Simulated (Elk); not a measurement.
## Bands of EuAg4Sb2 in the lowest magnetic state tried

How do the spin channels of EuAg4Sb2 fill?

Calculated with Elk 11.2.3 (patched build); PBEsol; all-electron APW+lo, Dirac cores, scalar-relativistic bands.

**1. Set-up**

It takes space group R-3m (No. 166, trigonal). Conventional cell: a = 4.724 Å, b = 4.724 Å, c = 24.689 Å, α = 90.00°, β = 90.00°, γ = 120.00°. Eu has 6 Sb at 3.32 Å and 8 Ag at 3.50 to 3.69 Å nearest. Nearest to Ag lie 4 Sb at 2.82 to 3.16 Å and 9 Ag at 2.91 to 3.53 Å and 1 Eu at 3.50 Å. Ag has 3 Sb at 2.79 Å and 7 Ag at 2.91 to 3.53 Å and 3 Eu at 3.69 Å nearest. Sb has 7 Ag at 2.79 to 3.16 Å and 3 Eu at 3.32 Å nearest. Farther neighbours are not listed.

**2. The magnetic state**

Bands and densities of states are read from a converged potential, so the magnetic state comes first.

This is the lowest of the starts that converged (ferro +).

Moments are seeded by fields in the spheres (the last three columns under atoms), set against the wanted direction and reduced each loop.

Contents of elk.in:

```
tasks
  0
  33
  73

xctype
  22

reducebf
  0.6

epsengy
  1e-05

maxscl
  100

rgkmax
  7.0

nempty
  8

swidth
  0.003

lmaxi
  3

spinpol
  .true.

sppath
  './'

avec
  4.46343862006 2.57696748878 15.55181609702
  -4.46343862006 2.57696748878 15.55181609702
  0.00000000000 -5.15393497756 15.55181609702

atoms
  3
  'Eu.in'
  1
  0.0000000000 0.0000000000 0.0000000000   0.000000 0.000000 -0.500000
  'Ag.in'
  4
  0.1419600000 0.1419600000 0.1419600000   0.000000 0.000000 0.000000
  0.8580400000 0.8580400000 0.8580400000   0.000000 0.000000 0.000000
  0.4341100000 0.4341100000 0.4341100000   0.000000 0.000000 0.000000
  0.5658900000 0.5658900000 0.5658900000   0.000000 0.000000 0.000000
  'Sb.in'
  2
  0.2563400000 0.2563400000 0.2563400000   0.000000 0.000000 0.000000
  0.7436600000 0.7436600000 0.7436600000   0.000000 0.000000 0.000000

ngridk
  6 6 6

plot3d
  0 0 0
  1 0 0
  0 1 0
  0 0 1
  44 44 44
```

On the command line:

```bash
$ OMP_NUM_THREADS=4 elk
```

Numbers of over 12 decimals in the logs are rounded to 6 here.

Log:

```text
Warning(init1): few empty states an atom for a second variation :    8.000000000
 they are its basis, with spin, DFT+U, afieldc (12 by default), in Hartree-Fock and RDMFT; 30 and more for pressures
Warning(gndstate): the lowest level lies among the core levels :   -3.154210638      -3.225287496
 is it the species file's wish, or a core state in the basis a second time?
Warning(gndstate): core states of species 3 leak from the muffin-tin :   0.7984396083E-03

--- INFO.OUT ---
┌─────────────────────────┐
│ Elk code version 11.2.3 │
└─────────────────────────┘

All units are atomic (Hartree, Bohr, etc.)

┌─────────────────────────────────────────────────┐
│ Ground-state run starting from atomic densities │
└─────────────────────────────────────────────────┘

Lattice vectors :
   4.463438620       2.576967489       15.55181610
  -4.463438620       2.576967489       15.55181610
   0.000000000      -5.153934978       15.55181610

Species : 1 (Eu)
 parameters loaded from : Eu.in
 name : europium
 nuclear charge    :   -63.00000000
 electronic charge :    63.00000000
 atomic mass :    277013.4259
 muffin-tin radius :    2.800000000
 number of radial points in muffin-tin :   1393
 inner part over the whole radius :   0.9899008687E-02
 number on inner part of muffin-tin    :    997
 approximate nuclear radius :   0.9548609764E-04
 number of mesh points to nuclear radius :    510
 atomic positions (lattice), magnetic fields (Cartesian) :
  1 :   0.00000000  0.00000000  0.00000000    0.00000000  0.00000000 -0.50000000

Species : 2 (Ag)
 parameters loaded from : Ag.in
 name : silver
 nuclear charge    :   -47.00000000
 electronic charge :    47.00000000
 atomic mass :    196631.6998
 muffin-tin radius :    2.600000000
 number of radial points in muffin-tin :   1193
 inner part over the whole radius :   0.9869554211E-02
 number on inner part of muffin-tin    :    849
 approximate nuclear radius :   0.8648227117E-04
 number of mesh points to nuclear radius :    425
 atomic positions (lattice), magnetic fields (Cartesian) :
  1 :   0.14196000  0.14196000  0.14196000    0.00000000  0.00000000  0.00000000
  2 :  -0.14196000 -0.14196000 -0.14196000    0.00000000  0.00000000  0.00000000
  3 :   0.43411000  0.43411000  0.43411000    0.00000000  0.00000000  0.00000000
  4 :  -0.43411000 -0.43411000 -0.43411000    0.00000000  0.00000000  0.00000000

Species : 3 (Sb)
 parameters loaded from : Sb.in
 name : antimony
 nuclear charge    :   -51.00000000
 electronic charge :    51.00000000
 atomic mass :    221954.9021
 muffin-tin radius :    2.600000000
 number of radial points in muffin-tin :   1193
 inner part over the whole radius :   0.9886087340E-02
 number on inner part of muffin-tin    :    850
 approximate nuclear radius :   0.8886795689E-04
 number of mesh points to nuclear radius :    429
 atomic positions (lattice), magnetic fields (Cartesian) :
  1 :   0.25634000  0.25634000  0.25634000    0.00000000  0.00000000  0.00000000
  2 :  -0.25634000 -0.25634000 -0.25634000    0.00000000  0.00000000  0.00000000

Total number of atoms per unit cell :    7
Total muffin-tin volume :    533.6853824
 ratio of muffin-tin to unit cell volume :   0.4972495960

Spin treatment :
 spin-polarised
 global magnetic field (Cartesian) :    0.000000000       0.000000000       0.000000000
 collinear magnetisation in z-direction

Number of Bravais lattice symmetries :   12
Number of crystal symmetries         :   12
Crystal has inversion symmetry
Real symmetric eigensolver will be used

k-point grid :      6     6     6
k-point offset :    0.000000000       0.000000000       0.000000000
k-point set is reduced with full crystal symmetry group
Total number of k-points :       32

Muffin-tin radius times maximum |G+k| :    7.000000000
 using average radius
Maximum |G+k| for APW functions       :    2.663043478
Maximum (1/2)|G+k|²                   :    3.545900284
Maximum |G| for potential and density :    12.00000000
Constant for pseudocharge density :    8
 order of it for each species :   15  15  15
 order of it for pair densities of each species (exact exchange by exxq0 0: 15) :   11   9   9
Radial integration step length :    1

G-vector grid sizes :     63    63    63
Number of G-vectors :    31271

Maximum angular momentum used for
 APW functions            :    8
 outer part of muffin-tin :    6
 inner part of muffin-tin :    3

Number of empty states         :     56
Total number of valence states :    236
Total number of core states    :    230

Third-order local-orbitals added for an l without core states : T
Total number of local-orbitals :    136

Exchange-correlation functional :     22     0     0
 PBEsol, Phys. Rev. Lett. 100, 136406 (2008)
 gradient requirement :    1
 generalised gradient approximation (GGA)

Smearing type :    3
 Fermi-Dirac
Smearing width :   0.3000000000E-02
Effective electronic temperature (K) :    947.3250744

Mixing type :    3
 Broyden mixing, J. Phys. A: Math. Gen. 17, L317 (1984)

Kohn-Sham potential initialised from atomic data

┌──────────────────────────────┐
│ Self-consistent loop started │
└──────────────────────────────┘

┌─────────────────┐
│ Loop number : 1 │
└─────────────────┘

Energies :
 Fermi                       :     0.152427
 sum of occupied eigenvalues :     -27281.674272893
 electron kinetic            :      47673.820075603
 core electron kinetic       :      46443.012911222
 Coulomb                     :     -91583.243589553
 Coulomb potential           :     -73485.600479229
 nuclear-nuclear             :     -4698.2259712521
 electron-nuclear            :     -100404.88335502
 Hartree                     :      13519.865736715
 Madelung                    :     -54840.443349938
 xc potential                :     -1469.4442154401
 xc effective B-field        :    -0.446093
 external B-field            :      0.000000
 exchange                    :     -1139.0379648730
 correlation                 :     -21.630770767079
 electron entropic           :    -0.79942723142926E-02
 total energy                :     -45070.100243863
 (external B-field energy excluded from total)

Density of states at Fermi energy :    256.4606454
 (states/Hartree/unit cell)

Estimated indirect band gap :   0.6426015814E-03
 from k-point 17 to k-point 23
Estimated direct band gap   :   0.2630831162E-02
 at k-point 3

Charges :
 core                        :    230.0000000
 valence                     :    123.0000000
 interstitial                :    11.08165110
 muffin-tins (core leakage)
  species : 1 (Eu)
   atom 1                    :    60.36208138     (  0.1950891100E-04)
  species : 2 (Ag)
   atom 1                    :    45.71234526     ( -0.3322143129E-06)
   atom 2                    :    45.71234526     ( -0.3322143129E-06)
   atom 3                    :    45.74721658     ( -0.3322114601E-06)
   atom 4                    :    45.74721658     ( -0.3322114601E-06)
  species : 3 (Sb)
   atom 1                    :    49.31857192     (  0.8262109088E-03)
   atom 2                    :    49.31857192     (  0.8262109088E-03)
 total in muffin-tins        :    341.9183489
 total calculated charge     :    352.9970374
 total charge                :    353.0000000
 error                       :   0.2962594028E-02

Moments :
 interstitial                :   0.2283122922
 muffin-tins
  species : 1 (Eu)
   atom 1                    :    5.958304748
  species : 2 (Ag)
   atom 1                    :   0.3845743532E-02
   atom 2                    :   0.3845743532E-02
   atom 3                    :   0.2760164578E-02
   atom 4                    :   0.2760164578E-02
  species : 3 (Sb)
   atom 1                    :  -0.1140582934E-01
   atom 2                    :  -0.1140582934E-01
 total in muffin-tins        :    5.948704906
 total moment                :    6.177017198

[... earlier loops left out ...]

┌──────────────────┐
│ Loop number : 22 │
└──────────────────┘

Energies :
 Fermi                       :     0.239948
 sum of occupied eigenvalues :     -27257.728248814
 electron kinetic            :      47712.103105482
 core electron kinetic       :      46444.859123868
 Coulomb                     :     -91618.253593393
 Coulomb potential           :     -73440.015574382
 nuclear-nuclear             :     -4698.2259712521
 electron-nuclear            :     -100520.96335477
 Hartree                     :      13600.935732632
 Madelung                    :     -54898.245806202
 xc potential                :     -1529.2275691608
 xc effective B-field        :    -0.588210
 external B-field            :      0.000000
 exchange                    :     -1141.7833033607
 correlation                 :     -21.656053103057
 electron entropic           :    -0.21514247181531E-02
 total energy                :     -45069.591995800
 (external B-field energy excluded from total)

Density of states at Fermi energy :    62.28547445
 (states/Hartree/unit cell)

Estimated indirect band gap :   0.1090894701E-02
 from k-point 2 to k-point 1
Estimated direct band gap   :   0.2179136207E-02
 at k-point 1

Charges :
 core                        :    230.0000000
 valence                     :    123.0000000
 interstitial                :    9.970886233
 muffin-tins (core leakage)
  species : 1 (Eu)
   atom 1                    :    61.06300893     (  0.1821808099E-04)
  species : 2 (Ag)
   atom 1                    :    45.91906607     ( -0.3322679909E-06)
   atom 2                    :    45.91906607     ( -0.3322679909E-06)
   atom 3                    :    45.97220092     ( -0.3322696891E-06)
   atom 4                    :    45.97220092     ( -0.3322696891E-06)
  species : 3 (Sb)
   atom 1                    :    49.09178542     (  0.7984396083E-03)
   atom 2                    :    49.09178542     (  0.7984396083E-03)
 total in muffin-tins        :    343.0291138
 total calculated charge     :    352.9971287
 total charge                :    353.0000000
 error                       :   0.2871332983E-02

Moments :
 interstitial                :   0.1960218856
 muffin-tins
  species : 1 (Eu)
   atom 1                    :    6.814740346
  species : 2 (Ag)
   atom 1                    :  -0.9794361511E-03
   atom 2                    :  -0.9794361511E-03
   atom 3                    :  -0.5879176907E-02
   atom 4                    :  -0.5879176907E-02
  species : 3 (Sb)
   atom 1                    :  -0.2672098586E-01
   atom 2                    :  -0.2672098586E-01
 total in muffin-tins        :    6.747581148
 total moment                :    6.943603034

┌──────────────────────────────┐
│ Self-consistent loop stopped │
└──────────────────────────────┘

Warning : the lowest level lies among the core levels :   -3.154210638      -3.225287496

Warning : core states of species 3 leak from the muffin-tin :   0.7984396083E-03

Wrote STATE.OUT
```

It took 10 min on 4 threads of Arm Neoverse V2, shared host; peak memory 0.98 GiB; 41 min of CPU time.

Spin moment in the muffin-tin sphere by atom:

```tsv
atom	spin moment in the muffin-tin sphere (μB)
Eu1	6.81
Ag2	0.00
Ag3	0.00
Ag4	-0.01
Ag5	-0.01
Sb6	-0.03
Sb7	-0.03
```

Numbers from this step:

| Quantity | Value |
| --- | --- |
| density of states at the Fermi level | 2.289 states/eV/cell |
| moment between the spheres | 0.1960 μB |
| magnetization | 6.944 μB |
| final state | ferromagnetic |

**3. Bands and density of states**

The potential is kept. Point names follow a standard table for this cell's lattice and can differ from other conventions. The density of states is interpolated from the levels on the mesh (so its value at the Fermi level can differ from the smeared one of the ground-state run), and the bands are solved anew along a path of special points.

Changes to elk.in since step 2:

```diff
@@ -1,5 +1,5 @@
 tasks
-  0
-  33
-  73
+  10
+  20
+  15
 
@@ -44,3 +44,3 @@
   1
-  0.0000000000 0.0000000000 0.0000000000   0.000000 0.000000 -0.500000
+  0.0000000000 0.0000000000 0.0000000000   0.000000 0.000000 -0.000500
   'Ag.in'
@@ -59,7 +59,14 @@
 
-plot3d
-  0 0 0
-  1 0 0
-  0 1 0
-  0 0 1
-  44 44 44
+wplot
+  300 60 1
+  -0.35000 0.25000
+
+plot1d
+  7 84
+  0.00000000 0.00000000 0.00000000
+  0.50000000 0.50000000 0.50000000
+  0.81502856 0.18497144 0.50000000
+  0.50000000 -0.18497144 0.18497144
+  0.50000000 0.00000000 0.00000000
+  0.00000000 0.00000000 0.00000000
+  0.34248572 -0.34248572 0.00000000
```

On the command line:

```bash
$ OMP_NUM_THREADS=4 elk
```

Log:

```text
┌─────────────────────────────────┐
│ Elk code version 11.2.3 started │
└─────────────────────────────────┘

Info(readinput): the functional depends on the density's gradient
 muffin-tin radial points multiplied by    2.00000
 (not where nrmtscf is given)

┌───────────────────┐
│ Current task : 10 │
└───────────────────┘

Info(writedos):
 Total density of states written to TDOS.OUT

 Partial density of states written to PDOS_Sss_Aaaaa.OUT
 for all species and atoms

 Spin-quantisation axis :    0.000000000       0.000000000       1.000000000

 Eigenvalues of a random matrix symmetrised with the site
 symmetries in the Yₗₘ basis written to ELMIREP.OUT for all
 species and atoms. Degenerate eigenvalues correspond to
 irreducible representations of each site symmetry group

 Interstitial density of states written to IDOS.OUT

 Fermi energy is at zero in plots

 DOS units are states/Hartree/unit cell

┌───────────────────┐
│ Current task : 20 │
└───────────────────┘

Info(bandstr):
 Band structure plot written to BAND.OUT

 Fermi energy is at zero in plot

 Vertex location lines written to BANDLINES.OUT

┌───────────────────┐
│ Current task : 15 │
└───────────────────┘

Warning(init1): few empty states an atom for a second variation :    8.000000000
 they are its basis, with spin, DFT+U, afieldc (12 by default), in Hartree-Fock and RDMFT; 30 and more for pressures

Info(writelsj):
 muffin-tin L, S and J expectation values written to LSJ.OUT

┌──────────────────┐
│ Elk code stopped │
└──────────────────┘
```

Run time: 3.5 min. Hardware: 4 threads; peak memory 1.2 GiB.

Electronic bands along the path, in eV, zero at the Fermi level; # counts the bands kept:

```tsv
point	#31	#32	#33	#34	#72	#73	#74	#75
Γ	-0.11	-0.03	0.70	0.70	-0.54	0.03	0.43	0.43
0.56 of the way	-0.35	0.11	0.64	0.64	-0.50	0.21	0.37	0.37
T	-0.40	0.20	0.60	0.60	-0.48	0.31	0.33	0.33
0.53 of the way	-0.41	-0.40	-0.38	0.62	-1.71	-1.47	-1.12	0.79
H2	-0.41	-0.40	-0.40	-0.04	-2.70	-1.54	-1.49	0.12
0.43 of the way	-0.41	-0.41	-0.39	0.00	-2.71	-1.63	-1.45	0.16
H0	-0.41	-0.40	-0.40	-0.04	-2.70	-1.54	-1.49	0.12
0.45 of the way	-0.43	-0.40	-0.40	0.78	-2.57	-1.90	-1.59	0.93
L	-0.43	-0.40	-0.21	0.54	-2.44	-2.25	-0.72	0.86
0.47 of the way	-0.40	-0.32	-0.18	0.57	-1.44	-1.01	-0.50	0.80
Γ	-0.11	-0.03	0.70	0.70	-0.54	0.03	0.43	0.43
halfway	-0.40	-0.39	-0.29	1.09	-1.72	-1.60	-0.81	1.40
S0	-0.41	-0.41	-0.39	0.00	-2.71	-1.64	-1.45	0.16
```

The density of states has structure finer than the step of the table below, so its rows give means over 1 eV, whole bins alone (the curve runs from -9.52 to 6.75 eV). Peaks (eV: height): up -5.2: 12.7, -4.3: 16.1, -0.4: 36.9; down -5.2: 12.4, -4.5: 9.23, -4.2: 16.1, 4.2: 18.5; Eu1 f up -0.4: 35.1; Eu1 f down 4.2: 15.8; Ag2 d up -5.4: 2.17, -4.2: 4.39.

Table of density of states by energy, zero at the Fermi level; means over each step; 7 of 8 lines; values in states/eV/cell:

```tsv
energy (eV)	up	down	Eu1 f up	Eu1 f down	Ag2 d up	Ag2 d down	Sb6 p up
-7	0	0	0	0	0	0	0
-6	5.24	5.13	0.00149	8.6e-4	0.872	0.860	0.152
-5	8.07	8.11	0.00264	0.00135	1.35	1.36	0.0981
-4	7.68	7.76	0.00466	0.00194	1.95	1.97	0.0766
-3	1.52	1.37	0.00565	0.00102	0.185	0.165	0.114
-2	2.01	1.94	0.0462	0.00406	0.126	0.125	0.202
-1	2.41	1.50	1.12	0.00555	0.0728	0.0864	0.164
0	6.51	0.504	5.64	0.00308	0.0282	0.0174	0.0587
1	1.36	1.15	0.0344	0.00893	0.0331	0.0278	0.0627
2	1.92	1.75	0.0292	0.0442	0.0335	0.0374	0.0828
3	2.73	2.45	0.0215	0.239	0.0374	0.0339	0.0929
4	1.93	8.31	0.0102	5.71	0.0292	0.0354	0.0755
5	2.23	2.59	0.0124	0.621	0.0309	0.0288	0.112
6	1.95	2.18	0.0126	0.105	0.0253	0.0277	0.118
```

**4. What came out**

```json
{
  "state": "ferromagnetic",
  "largest moment": "6.81 μB"
}
```

Right at the Fermi level (the table gives means over its steps) the density of states is 1.2 states/eV a cell for spin up and 0.37 for spin down. Within the window shown, the centres of the Eu1 f states of the two spins lie 4.6 eV apart, a rough measure of the splitting of the spins. The state is the lowest of the starts that converged; no opposed start was among them. These are Kohn–Sham levels without spin–orbit coupling. The f shell is half filled, so the spin-only picture is fair. Without a U the functional spreads the 4f electrons too much, so the state and its energies are unreliable.

[Logs and program files are shortened in this print: banners, set-up blocks, solver, clock and traceback lines can be left out without a mark of their own.]

[Logs are printed without paths, hosts, clocks, repeated set-up lines and the standing remarks that a program may print on its own settings, such as how far it seeks lower states.]

[Hosts, paths, dates, database ids (printed as entryN), source tags and the programs' standing remarks are cut or masked in the printed files.]

[Where a cell is said to come from a database of computed structures, the database is the Materials Project.]
